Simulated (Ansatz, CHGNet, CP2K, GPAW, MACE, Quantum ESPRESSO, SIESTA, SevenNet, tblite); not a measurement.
## Running random rutile alloy of IrO2 and SiO2 (96 atoms) with Quantum ESPRESSO

Wanted: Quantum ESPRESSO inputs and outputs for random rutile alloy of IrO2 and SiO2 (96 atoms), checked against a plane-wave reference.

Program: Quantum ESPRESSO 7.5. Level of theory: the method is named at each step. Results are calculated unless marked as measured.

### 1. Set-up

The cell holds 96 atoms: 16 Si, 64 O and 16 Ir. Cell: a = 8.677 Å, b = 8.677 Å, c = 11.638 Å, α = 90.0°, β = 90.0°, γ = 90.0°. It derives from IrO2 (rutile), repeated 2×2×4. Rutile IrO2, 2 x 2 x 4 conventional cells, 16 of 32 Ir sites given to Si at random (x = 0.500), lattice by Vegard's rule (cell 4.338, 4.338, 2.909, 90, 90, 90); every coordinate displaced by a Gaussian of 0.07 Å. Then every atom was moved at random, 0.03 Å r.m.s. a Cartesian component.

The yardstick, on the same geometry:

* method: Kohn-Sham DFT, PBE, PAW, plane waves (Ansatz 0.2.0); cutoff 420 eV, Γ point, fermi-dirac smearing of 0.05 eV; PAW set soft_2
* r.m.s. force component: 3.937 eV/Å
* longest force: 17.92 eV/Å
* pressure: 35.03 GPa
* SCF cycles: 14
* time: 8.9 s on 8 threads of Arm Neoverse V2, shared host
* CPU time: 65 s

### 2. PBE, sssp-1.3.0-efficiency, 60/480 Ry

Method: Kohn-Sham DFT, PBE, SSSP efficiency 1.3.0 pseudopotentials, plane waves.

Contents of pw.in:

```
&control
  calculation = 'scf'
  pseudo_dir = './pseudo'
  outdir = './tmp'
  disk_io = 'none'
  tprnfor = .true.
  tstress = .true.
/
&system
  ibrav = 0
  nat = 96
  ntyp = 3
  ecutwfc = 60
  ecutrho = 480
  nosym = .true.
  occupations = 'smearing'
  smearing = 'fd'
  degauss = 0.003675
/
&electrons
  conv_thr = 4.8e-07
  electron_maxstep = 100
  mixing_beta = 0.2
  mixing_mode = 'local-TF'
  diagonalization = 'david'
/
ATOMIC_SPECIES
Si 28.085 Si.upf
O 15.999 O.upf
Ir 192.217 Ir.upf
CELL_PARAMETERS angstrom
8.67700 0.00000 0.00000
0.00000 8.67700 0.00000
0.00000 0.00000 11.63800
ATOMIC_POSITIONS crystal
Si 0.01742 0.01099 0.00359
Si 0.24768 0.24184 0.12526
O 0.14278 0.14045 0.98668
O 0.33844 0.35651 0.01146
O 0.10986 0.41512 0.13291
O 0.40971 0.10020 0.12907
Ir 0.99583 0.00065 0.25595
Ir 0.25912 0.24060 0.36626
O 0.15283 0.14961 0.25628
O 0.33470 0.33990 0.24504
O 0.08776 0.39473 0.36870
O 0.40860 0.09455 0.38106
Ir 0.98513 0.99558 0.50355
Ir 0.25777 0.23772 0.63238
O 0.13655 0.13669 0.50957
O 0.34424 0.36646 0.51192
O 0.08530 0.41199 0.61870
O 0.40058 0.09494 0.61201
Si 0.01129 0.00965 0.75262
Ir 0.25873 0.22992 0.87296
O 0.14881 0.15078 0.75154
O 0.34266 0.35133 0.75335
O 0.10822 0.38536 0.87137
O 0.40538 0.08018 0.88119
Si 0.99853 0.48656 0.00656
Si 0.26588 0.73075 0.11655
O 0.16182 0.66739 0.00196
O 0.35097 0.84164 0.00144
O 0.08831 0.90709 0.11896
O 0.41905 0.59568 0.12468
Si 0.01700 0.49900 0.24866
Si 0.25298 0.75029 0.38697
O 0.14003 0.64734 0.25266
O 0.36041 0.85489 0.24865
O 0.10307 0.89932 0.37174
O 0.39391 0.58368 0.37589
Ir 0.98992 0.48973 0.50116
Ir 0.25536 0.75803 0.61865
O 0.14833 0.64142 0.50492
O 0.34958 0.85564 0.49221
O 0.11433 0.90680 0.62790
O 0.41834 0.59601 0.63132
Ir 0.00799 0.50406 0.74960
Si 0.24693 0.75098 0.86901
O 0.14838 0.66789 0.74651
O 0.33627 0.84283 0.75100
O 0.09900 0.88534 0.85900
O 0.41053 0.59674 0.88859
Si 0.50217 0.99431 0.99912
Ir 0.75381 0.25680 0.13279
O 0.65233 0.13856 0.99849
O 0.84221 0.35241 0.98810
O 0.58930 0.40430 0.12074
O 0.90191 0.09805 0.12312
Si 0.51181 0.99710 0.24633
Ir 0.74797 0.26200 0.37443
[... 36 atom lines left out ...]
O 0.64263 0.64652 0.76036
O 0.84252 0.84793 0.74914
O 0.61521 0.91320 0.89068
O 0.91195 0.59612 0.88276
K_POINTS gamma
```

Run with:

```
$ OMP_NUM_THREADS=1 mpirun -np 4 pw.x -in pw.in > output.txt
```

What it wrote:

```text
Program PWSCF
     gamma-point specific algorithms are used
     one sub-group per band group will be used
     scalapack distributed-memory algorithm (size of sub-group:  2*  2 procs)
     Parallelization info
     sticks:   dense  smooth     PW     G-vecs:    dense   smooth      PW
     Min        2564    1283    320               262460    92891   11608
     Max        2566    1286    321               262466    92906   11615
     Sum       10261    5137   1281              1049853   371581   46439
     bravais-lattice index     =            0
     lattice parameter (alat)  =      16.3972  a.u.
     unit-cell volume          =    5913.0854 (a.u.)^3
     number of atoms/cell      =           96
     number of atomic types    =            3
     number of electrons       =       688.00
     number of Kohn-Sham states=          413
     kinetic-energy cutoff     =      60.0000  Ry
     charge density cutoff     =     480.0000  Ry
     scf convergence threshold =      4.8E-07
     mixing beta               =       0.2000
     number of iterations used =            8  local-TF  mixing
     Exchange-correlation= SLA  PW   PBE  PBE
                           (   1   4   3   4   0   0   0)
     crystal axes: (cart. coord. in units of alat)
               a(1) = (   1.000000   0.000000   0.000000 )
               a(2) = (   0.000000   1.000000   0.000000 )
               a(3) = (   0.000000   0.000000   1.341247 )
     reciprocal axes: (cart. coord. in units 2 pi/alat)
               b(1) = (  1.000000  0.000000  0.000000 )
               b(2) = (  0.000000  1.000000  0.000000 )
               b(3) = (  0.000000  0.000000  0.745575 )
     PseudoPot. # 1 for Si:
     Pseudo is Ultrasoft + core correction, Zval =  4.0
     PseudoPot. # 2 for O :
     Pseudo is Projector augmented-wave + core cor, Zval =  6.0
     PseudoPot. # 3 for Ir:
     Pseudo is Ultrasoft + core correction, Zval = 15.0
     atomic species   valence    mass     pseudopotential
     Si                4.00    28.08500     Si( 1.00)
     O                 6.00    15.99900     O ( 1.00)
     Ir               15.00   192.21700     Ir( 1.00)
     No symmetry found
   Cartesian axes
     number of k points=     1  Fermi-Dirac smearing, width (Ry)=  0.0037
                       cart. coord. in units 2pi/alat
        k(    1) = (   0.0000000   0.0000000   0.0000000), wk =   2.0000000
     Dense  grid:   524927 G-vectors     FFT dimensions: ( 120, 120, 160)
     Smooth grid:   185791 G-vectors     FFT dimensions: (  81,  81, 120)
     Initial potential from superposition of free atoms
     starting charge     679.9905, renormalised to     688.0000
     negative rho (up, down):  5.855E+00 0.000E+00
     Starting wfcs are  512 randomized atomic wfcs
     Self-consistent Calculation
     iteration #  1     ecut=    60.00 Ry     beta= 0.20
     negative rho (up, down):  5.517E+00 0.000E+00
     total energy              =   -5761.43972871 Ry
     estimated scf accuracy    <      67.20402756 Ry
     iteration #  2     ecut=    60.00 Ry     beta= 0.20
     negative rho (up, down):  4.997E+00 0.000E+00
     total energy              =   -5755.86997714 Ry
     estimated scf accuracy    <      28.20882704 Ry
     iteration #  3     ecut=    60.00 Ry     beta= 0.20
     negative rho (up, down):  4.873E+00 0.000E+00
     total energy              =   -5756.92681903 Ry
     estimated scf accuracy    <       4.89650853 Ry
     iteration #  4     ecut=    60.00 Ry     beta= 0.20
     negative rho (up, down):  4.757E+00 0.000E+00
     total energy              =   -5756.59115920 Ry
     estimated scf accuracy    <       1.96401457 Ry
     iteration #  5     ecut=    60.00 Ry     beta= 0.20
     negative rho (up, down):  4.806E+00 0.000E+00
     total energy              =   -5756.76132154 Ry
     estimated scf accuracy    <       0.62537389 Ry
     iteration #  6     ecut=    60.00 Ry     beta= 0.20
[...]
total energy              =   -5756.65637191 Ry
     estimated scf accuracy    <       0.42110198 Ry
[...]
c_bands:  2 eigenvalues not converged
[...]
total energy              =   -5756.67174960 Ry
[...]
iteration # 19     ecut=    60.00 Ry     beta= 0.20
[...]
total energy              =   -5756.67174987 Ry
     estimated scf accuracy    <       0.00000143 Ry
     iteration # 20     ecut=    60.00 Ry     beta= 0.20
[...]
total energy              =   -5756.67175000 Ry
     estimated scf accuracy    <       0.00000073 Ry
     iteration # 21     ecut=    60.00 Ry     beta= 0.20
     negative rho (up, down):  5.030E+00 0.000E+00
     End of self-consistent calculation
          k = 0.0000 0.0000 0.0000 ( 23220 PWs)   bands (ev):
   -38.3150 -38.2130 -38.1380 -37.7363 -37.6029 -37.3623 -37.3594 -37.3342
   -37.3213 -37.2204 -37.2076 -37.1811 -37.1161 -37.0787 -37.0450 -37.0321
   -37.0275 -37.0077 -36.9690 -36.9425 -36.8791 -36.8737 -36.8043 -36.8009
   -36.7966 -36.7757 -36.7723 -36.7470 -36.7299 -36.7248 -36.7135 -36.7114
   -36.6823 -36.6694 -36.6669 -36.6272 -36.5931 -36.5794 -36.5185 -36.5161
   -36.5064 -36.4585 -36.4117 -36.3371 -36.3121 -36.3105 -36.2904 -36.0091
[...]
18.4292  18.5195  18.5890  18.6667  18.7421  18.8507  18.9152  19.0193
    19.0800  19.1979  19.3064  19.3824  19.4524  19.5277  19.5716  19.7954
    19.8697  20.0214  20.2151  20.2987  20.5416  20.5986  20.7403  20.9011
    20.9357  21.0925  21.1819  21.3394  21.3925
     the Fermi energy is    13.8132 ev
!    total energy              =   -5756.67174990 Ry
     estimated scf accuracy    <       0.00000029 Ry
     smearing contrib. (-TS)   =      -0.01836542 Ry
     internal energy E=F+TS    =   -5756.65338448 Ry
     The total energy is F=E-TS. E is the sum of the following terms:
     one-electron contribution =   -1522.44718177 Ry
     hartree contribution      =    1273.58273470 Ry
     xc contribution           =   -1391.11960439 Ry
     ewald contribution        =   -3508.20659370 Ry
     one-center paw contrib.   =    -608.46273934 Ry
     convergence has been achieved in  21 iterations
     negative rho (up, down):  5.030E+00 0.000E+00
     Forces acting on atoms (cartesian axes, Ry/au):
     atom    1 type  1   force =    -0.20055297   -0.16035804   -0.01690417
     atom    2 type  1   force =     0.06123460    0.02150233   -0.00824235
     atom    3 type  2   force =     0.05058197    0.03497401    0.22547535
     atom    4 type  2   force =    -0.08959307   -0.14927505    0.01088778
     atom    5 type  2   force =    -0.05169599   -0.06566412   -0.08019084
     atom    6 type  2   force =    -0.03959144    0.01010034   -0.02925492
[...]
atom   94 type  2   force =     0.08777482    0.05751355   -0.18992910
     atom   95 type  2   force =    -0.15951341    0.07289102   -0.13246845
     atom   96 type  2   force =     0.03656564   -0.02825503    0.05313110
     Total force =     2.623761     Total SCF correction =     0.002776
     Computing stress (Cartesian axis) and pressure
     negative rho (up, down):  5.030E+00 0.000E+00
          total   stress  (Ry/bohr**3)                   (kbar)     P=      351.28
   0.00207649   0.00017838   0.00006464          305.46       26.24        9.51
   0.00017838   0.00209757  -0.00013306           26.24      308.56      -19.57
   0.00006464  -0.00013306   0.00298971            9.51      -19.57      439.80
     Message from routine punch:
     Nothing written, as per user request (disk_io='none')
```

The job ended after 4.5 min (4 MPI ranks of Arm Neoverse V2, shared host; peak memory 3.4 GiB).

Banners, paths, timers and routine set-up lines are dropped from the logs unmarked, and long logs keep their key lines alone; longer cuts are marked.

Against the reference:

| Quantity | Value |
| --- | --- |
| r.m.s. force component | 3.975 eV/Å |
| r.m.s. difference of force components | 44.7 meV/Å |
| longest difference of force vectors | 188.6 meV/Å |
| force difference over r.m.s. force | 1.135 % |
| slope of forces against the reference's | 1.01 |
| correlation of force components | 1 |
| pressure | 35.13 GPa |
| pressure difference | 0.0956 GPa |

Length of the force difference by element (eV/Å):

```csv
element,atoms,mean,most
Ir,16,0.072,0.14
O,64,0.070,0.19
Si,16,0.043,0.12
```

A closer look about O84, picked at random: 9 atoms, nearest first, numbered in the order of the input, with positions taken from that point.

| atom | x | y | z | distance (Å) | bonds | Fx | Fy | Fz (eV/Å) |
| --- | --- | --- | --- | --- | --- | --- | --- | --- |
| O84 | 0.00 | 0.00 | 0.00 | 0.00 | 3 | -4.19 | 3.72 | -4.43 |
| Si31 | 0.87 | -0.74 | -1.43 | 1.82 | 6 | -1.41 | 0.70 | 0.85 |
| Ir37 | 0.63 | -0.82 | 1.51 | 1.83 | 6 | 10.41 | 10.19 | -5.99 |
| Si80 | -1.28 | 1.42 | -0.12 | 1.91 | 6 | -4.35 | -3.56 | 6.59 |
| O11 | 1.48 | -1.64 | -0.03 | 2.21 | 3 | 0.75 | -0.80 | -2.02 |
| O33 | 1.93 | 0.55 | -1.38 | 2.44 | 3 | 3.45 | 2.29 | -0.80 |
| O64 | -0.54 | -1.90 | 1.51 | 2.49 | 3 | -11.73 | -10.41 | 1.35 |
| O82 | -0.59 | 2.14 | -1.33 | 2.59 | 3 | 0.37 | 1.36 | -4.13 |
| O39 | 2.01 | 0.50 | 1.56 | 2.59 | 3 | 2.45 | 2.88 | -4.07 |

Forces lie 1.1 % from the reference's, at 17 times its CPU time (on 4 against 8 cores).

### 3. PBE, sg15-1.2, 60/240 Ry

Method: Kohn-Sham DFT, PBE, SG15 1.2 norm-conserving pseudopotentials, plane waves.

The pseudopotential files are exchanged too: ./pseudo now holds the set sg15-pbe-1.2.

Edit pw.in of step 2 so:

```diff
@@ -13,3 +13,3 @@
   ecutwfc = 60
-  ecutrho = 480
+  ecutrho = 240
   nosym = .true.
```

What it wrote:

```text
[banner, memory and clock lines left out]
Program PWSCF
     gamma-point specific algorithms are used
     one sub-group per band group will be used
     bravais-lattice index     =            0
     lattice parameter (alat)  =      16.3972  a.u.
     unit-cell volume          =    5913.0854 (a.u.)^3
     number of atoms/cell      =           96
     number of atomic types    =            3
     number of electrons       =       720.00
[... lines left out ...]
     scf convergence threshold =      4.8E-07
[... lines left out ...]
     number of k points=     1  Fermi-Dirac smearing, width (Ry)=  0.0037
[... lines left out ...]
     total energy              =   -5570.49715262 Ry
[... lines left out ...]
     total energy              =   -5566.40559239 Ry
[... lines left out ...]
     total energy              =   -5568.25547236 Ry
[... lines left out ...]
     total energy              =   -5568.24001043 Ry
[... lines left out ...]
     total energy              =   -5568.24001036 Ry
[... lines left out ...]
          k = 0.0000 0.0000 0.0000 ( 23220 PWs)   bands (ev):
   -80.6962 -80.4834 -80.0588 -79.9764 -79.8449 -79.7887 -79.7683 -79.7155
   -79.6720 -79.6592 -79.4728 -79.4691 -79.4653 -79.4442 -79.3825 -79.1008
   -38.1551 -38.0331 -37.9807 -37.5864 -37.4533 -37.2251 -37.1903 -37.1771
[...]
20.1202  20.2719  20.4631  20.5459  20.7745  20.8502  20.9885  21.1431
    21.1820  21.3373  21.4252  21.5853  21.6379  21.7510  21.7721  21.8044
     the Fermi energy is    14.0512 ev
!    total energy              =   -5568.24001024 Ry
     estimated scf accuracy    <       0.00000026 Ry
     smearing contrib. (-TS)   =      -0.01834444 Ry
     internal energy E=F+TS    =   -5568.22166581 Ry
     The total energy is F=E-TS. E is the sum of the following terms:
     one-electron contribution =   -2488.78547142 Ry
     hartree contribution      =    1674.40993842 Ry
     xc contribution           =    -835.88264341 Ry
     ewald contribution        =   -3917.96348939 Ry
     convergence has been achieved in  19 iterations
     Forces acting on atoms (cartesian axes, Ry/au):
     atom    1 type  1   force =    -0.20272278   -0.16146434   -0.01949914
     atom    2 type  1   force =     0.05985377    0.02019768   -0.00884026
     atom    3 type  2   force =     0.05478186    0.03945771    0.22220084
[...]
atom   95 type  2   force =    -0.15678000    0.06520316   -0.13663760
     atom   96 type  2   force =     0.03470939   -0.02574777    0.04925780
     Total force =     2.582066     Total SCF correction =     0.002587
     Computing stress (Cartesian axis) and pressure
          total   stress  (Ry/bohr**3)                   (kbar)     P=      151.13
   0.00070445   0.00017421   0.00006313          103.63       25.63        9.29
   0.00017421   0.00072809  -0.00013105           25.63      107.11      -19.28
   0.00006313  -0.00013105   0.00164945            9.29      -19.28      242.64
     Message from routine punch:
     Nothing written, as per user request (disk_io='none')
```

The job ended after 2.9 min (4 MPI ranks; peak memory 1.6 GiB; 12 min of CPU time).

Compared with the plane-wave run:

| Item | Value |
| --- | --- |
| r.m.s. force component | 3.912 eV/Å |
| r.m.s. difference of force components | 63.99 meV/Å |
| longest difference of force vectors | 261.7 meV/Å |
| force difference over r.m.s. force | 1.625 % |
| slope of forces against the reference's | 0.9935 |
| correlation of force components | 0.9999 |
| pressure | 15.11 GPa |
| pressure difference | -19.92 GPa |

This is a coarse setting, run to see what it loses.

Against the first run (1.1 %), the force difference from the reference is 1.6 %, at 0.65 times the CPU time.

### 4. Side by side

Differences are against the plane-wave reference, forces as r.m.s. over components; share is that over the reference's r.m.s. force, slope the least-squares factor from reference forces to these. Total energies of different programs have different zeros and aren't compared.

| run | Δ force, r.m.s. (meV/Å) | share (%) | slope | Δ pressure (GPa) | cores | CPU time | memory (GiB) |
| --- | --- | --- | --- | --- | --- | --- | --- |
| reference | - | - | - | - | 8 | 65 s | 1.5 |
| QE PBE, sssp-1.3.0-efficiency, 60/480 Ry | 44.7 | 1.14 | 1.010 | 0.0956 | 4 | 18 min | 3.4 |
| QE PBE, sg15-1.2, 60/240 Ry (coarse) | 64.0 | 1.63 | 0.994 | -19.9 | 4 | 12 min | 1.6 |

Rows marked coarse were listed beforehand as settings not expected to be converged; some can still land near the reference.

CPU time is summed over cores on a shared host, where runs went side by side, so it is rough. Symmetry, cutoffs, thresholds, outputs and thread counts weren't matched or tuned between programs; memory under MPI is the largest rank's times the ranks.

### 5. Results

```
nearest in forces : QE PBE, sssp-1.3.0-efficiency, 60/480 Ry, 1.1 %
its CPU time      : 18 min
```

In words: PBE on plane waves or a grid with other potentials, cutoffs or grids, coarse settings apart, differs from the reference by 1.1 % (QE PBE, sssp-1.3.0-efficiency, 60/480 Ry) of the r.m.s. force; this holds the reference's own error, so differences of a few per cent don't tell which side is nearer the exact PBE result (QE's 60 Ry are 816 eV, against the reference's 420 eV). Runs with settings chosen to be coarse differ by 1.6 % (QE PBE, sg15-1.2, 60/240 Ry), their programs' other errors included. None of the electronic-structure runs in the table takes under half the reference's CPU time of 65 s; they take 11 to 17 times as much. In pressure, QE PBE, sg15-1.2, 60/240 Ry misses by -19.9 GPa, at the same functional; a cutoff this low leaves a large Pulay stress. The potentials hold different valence shells: 720 electrons in the reference, 688 in Quantum ESPRESSO with SSSP; this bears on time and differences. The reference's stress is far from hydrostatic: its diagonal is 30.5, 30.8, 43.7 GPa, compression counted positive. The host structure and its lattice constant were typed by rule, without a check against the phase diagram. The reference's pressure of 35 GPa belongs to a cell and atoms that aren't relaxed at this level. The runs have no spin polarisation, so moments on Ir can't form, and no Hubbard term. The electronic-structure runs sample only Γ, in a cell whose shortest periodic width is 9 Å, which is coarse for a cell with partly filled levels. Spin–orbit coupling is left out, which matters for the levels of the heavy elements.

[Also dropped from logs without a mark: logging warnings of Python, and SIESTA's first energy breakdown and zero terms.]

[Logs are printed without paths, hosts, clocks, repeated set-up lines and the standing remarks that a program may print on its own settings, such as how far it seeks lower states.]

[Hosts, paths, dates, database ids (printed as entryN), source tags and the programs' standing remarks are cut or masked in the printed files.]
